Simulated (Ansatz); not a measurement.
## Finding the fault: Li(110)/C(110) interface (224 atoms)

Program: Ansatz 0.2.0. The cell: 54 Li and 170 C.

The input, input.yaml:

```yaml
crystal:
  lattice:
    - [14.7994, 0.0, 0.0]
    - [0.0, 10.4648, 0.0]
    - [0.0, 0.0, 14.24799]
  atoms:
    - { symbol: Li, position: [0.94413, 0.72286, 0.00119] }
    - { symbol: Li, position: [0.83332, 0.66342, 0.17296] }
    - { symbol: Li, position: [0.94313, 0.72103, 0.34926] }
    - { symbol: Li, position: [0.88767, 0.44344, 0.99838] }
    - { symbol: Li, position: [0.77613, 0.387, 0.17532] }
    - { symbol: Li, position: [0.8877, 0.4453, 0.34941] }
    - { symbol: Li, position: [0.83285, 0.16708, 0.00145] }
    - { symbol: Li, position: [0.72261, 0.10921, 0.17383] }
    - { symbol: Li, position: [0.83252, 0.16925, 0.34882] }
    - { symbol: Li, position: [0.77735, 0.8896, 0.99975] }
    - { symbol: Li, position: [0.66729, 0.83352, 0.17322] }
    - { symbol: Li, position: [0.77715, 0.88944, 0.34937] }
    - { symbol: Li, position: [0.71929, 0.60989, 0.00052] }
    - { symbol: Li, position: [0.61166, 0.55379, 0.17952] }
    - { symbol: Li, position: [0.72362, 0.61231, 0.34863] }
    - { symbol: Li, position: [0.66511, 0.33015, 0.99866] }
    - { symbol: Li, position: [0.55616, 0.27752, 0.17074] }
    - { symbol: Li, position: [0.6646, 0.32932, 0.34858] }
    [... 200 atom lines left out ...]
    - { symbol: C, position: [0.40336, 0.9819, 0.67812] }
    - { symbol: C, position: [0.32826, 0.71612, 0.67677] }
    - { symbol: C, position: [0.37199, 0.78001, 0.7633] }
    - { symbol: C, position: [0.3585, 0.92026, 0.76254] }
    - { symbol: C, position: [0.40097, 0.9857, 0.85368] }
    - { symbol: C, position: [0.32978, 0.7159, 0.85092] }
kpoints:
  mp_grid: { grid: [1, 1, 1] }
hamiltonian:
  xc: pbe
scf:
  max_iter: 75
output:
  forces: true
```

Launch:

```
$ ansatz run input.yaml --threads 4 --pin off --max-ram 8192MiB --backend cpu --events-out ev --progress --plain --runs-dir out
```

The program printed:

```text
Error: YAML parse error: `scf.occupations.method` is required: fixed only where the cell keeps a band gap throughout the run, explicit beside scf.occupations.values (under evaluate: without them), else a smearing such as fermi_dirac (scf.occupations.width is optional; its entry in the input reference gives the default)
```

It took 0.03 s on 4 threads of Arm Neoverse V2, shared host; peak memory 0.022 GiB.

Q: Name the fault and the fix.

No occupation method: scf.occupations.method removed and scf.occupations.width removed.

The fix is to set scf.occupations.method back to "fermi_dirac" and set scf.occupations.width back to 0.05.

The program refused it before any cycle.

[Logs are printed without paths, hosts, clocks, repeated set-up lines and the standing remarks that a program may print on its own settings, such as how far it seeks lower states.]

[Hosts, paths, dates, database ids (printed as entryN), source tags and the programs' standing remarks are cut or masked in the printed files.]
